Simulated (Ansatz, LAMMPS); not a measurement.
# Amorphous 76HfO2-24La2O3 (mol %) (87 atoms), relaxed: mesh and functional compared

Which bonds does the relaxation leave, and how do the Kohn-Sham gap, forces and pressure change with k-mesh and functional?

Calculated with Ansatz 0.2.0: Kohn-Sham DFT, PBE, PAW (set soft_2), plane waves; cutoff 420 eV, Γ point, fermi-dirac smearing of 0.025 eV.

**The cell**

Density at the start: 7.32 g/cm³. The cell holds 87 atoms: 19 Hf, 12 La and 56 O. Its edges and angles: a = 11.054 Å, b = 11.054 Å, c = 11.054 Å, α = 90.0°, β = 90.0°, γ = 90.0°. 87 atoms (19 Zr, 12 Nd, 56 O) placed at random at 5.36 g/cm³, melted at 5000 K for 10 ps at fixed volume with the Morse and Coulomb pair potential with partial charges (Pedone, Malavasi, Menziani, Cormack and Segre, J. Phys. Chem. B 110, 11780 (2006)). Quenched from 5000 K to 300 K at 50 K/ps and fixed volume, held 5 ps, then minimised at fixed cell. Then Zr was replaced by Hf, Nd was replaced by La (the potential has no terms for the new elements, so the cell is a start for a DFT relaxation).

Cell and atoms were relaxed with PBE. The walk converged after 16 steps by the program's count, with a largest force component of 0.0256 eV/Å; it began at an r.m.s. force component of 0.35 eV/Å. The edges went from 11.054, 11.054, 11.054 to 11.032, 10.586, 11.031 Å, and the volume from 15.526 to 14.769 Å³ an atom (-4.9 %).

The input of the reference single point:

```yaml
crystal:
  lattice:
    - [11.02517, 0.36184, -0.14085]
    - [0.36184, 10.57956, 0.05627]
    - [-0.14085, 0.05627, 11.03007]
  atoms:
    - { symbol: Hf, position: [0.78588, 0.19789, 0.34887] }
    - { symbol: Hf, position: [0.48494, 0.99613, 0.55284] }
    - { symbol: Hf, position: [0.59149, 0.45899, 0.57092] }
    - { symbol: Hf, position: [0.09178, 0.3142, 0.33444] }
    [... 81 atom lines left out ...]
    - { symbol: O, position: [0.12951, 0.1616, 0.21621] }
    - { symbol: O, position: [0.03315, 0.03352, 0.68391] }
kpoints:
  mp_grid: { grid: [1, 1, 1] }
hamiltonian:
  xc: pbe
scf:
  occupations: { method: fermi_dirac, width: 0.025 }
output:
  forces: true
  stress: true
  populations: true
  dos:
    method: { smearing: { sigma: 0.08 } }
    de: 0.05
    projected: { site_lists: { Hf: [Hf], La: [La], O: [O] } }
  eigenvalues: true
  write_density: true
  write_potential: true
  volumetric_format: npy
```

**Bonds after relaxation**

Bonds by pair of elements; cutoffs follow the first minimum of g(r), held within bounds set by covalent radii, and pairs that aren't listed don't count as bonded:

```
pair A-B  cutoff (Å)  bonds  mean length (Å)  spread (Å)  shortest (Å)  B about A  A about B
    O-Hf        2.82    115             2.12       0.109          1.96       2.05       6.05
    O-La        3.19     85             2.57        0.23          2.25       1.52       7.08
```

How many atoms have how many bonded neighbours:

| element | mean | 3 | 4 | 5 | 6 | 7 | 8 | 9 |
| --- | --- | --- | --- | --- | --- | --- | --- | --- |
| Hf | 6.05 | 0 | 0 | 2 | 14 | 3 | 0 | 0 |
| La | 7.08 | 0 | 0 | 0 | 3 | 6 | 2 | 1 |
| O | 3.57 | 24 | 32 | 0 | 0 | 0 | 0 | 0 |

**Levels of theory**

Single points at the relaxed geometry:

```
functional  k-mesh  Kohn-Sham gap (eV)  pressure (GPa)  r.m.s. force component (eV/Å)  SCF cycles     time
       PBE   1×1×1               4.044           -0.03                          0.006          11     55 s
       PBE   2×2×2               4.021           -0.04                          0.011          11  8.7 min
     HSE06   1×1×1               5.605           -3.64                          0.101          25   17 min
    r2SCAN   1×1×1               4.519           -3.35                          0.096          11     90 s
    PBEsol   1×1×1               3.947           -5.33                          0.070          11     43 s
```

The gap is that between the highest filled and lowest empty Kohn-Sham level on the run's k-points. Cutoffs: 420 eV for PBE, HSE06 and PBEsol; 500 eV for r2SCAN. Times come from shared hosts and are rough.

**Findings**

By these cutoffs 74 % of Hf atoms have 6, 50 % of La atoms have 7 and 57 % of O atoms have 4 neighbours. The Kohn-Sham gap is 4.04 eV with PBE on the 1×1×1 mesh and 4.02 eV on 2×2×2. On the 1×1×1 mesh HSE06 changes the gap by +1.56 eV against PBE. Carrying that shift over to the 2×2×2 mesh gives 4.02 + 1.56 = 5.58 eV, an estimate that takes the shift to be alike at all k-points. On the reference's mesh the gap changes with r2SCAN by +0.47 eV and PBEsol by -0.10 eV. Against the reference the pressure changes with HSE06 by -3.6 GPa, r2SCAN by -3.3 GPa and PBEsol by -5.3 GPa; a negative change means a smaller volume than PBE would take. The denser mesh moves the energy by -1.4 meV/atom and the pressure by -0.01 GPa.

Limits: All single points share the geometry relaxed with PBE. The volume changed by -4.9 % on relaxing; in so small a cell, on this mesh and at this cutoff, the relaxed density is rough. One sample; tail or defect levels can set the gap of a disordered cell. The quench rate of 50 K/ps is many orders above laboratory rates, so the cell is likely richer in defects and strain than a real sample. The network of bonds at the start is that of the classical potential that made the cell, and needn't be the one that DFT or experiment would give. Spin–orbit coupling is left out, which matters for the levels of the heavy elements. In some runs the program notes that it cut back its work space to fit the memory limit, the exchange threshold is loose for the stress and the SCF threshold is loose for the stress.

[Logs are printed without paths, hosts, clocks, repeated set-up lines and the standing remarks that a program may print on its own settings, such as how far it seeks lower states.]

[Hosts, paths, dates, database ids (printed as entryN), source tags and the programs' standing remarks are cut or masked in the printed files.]
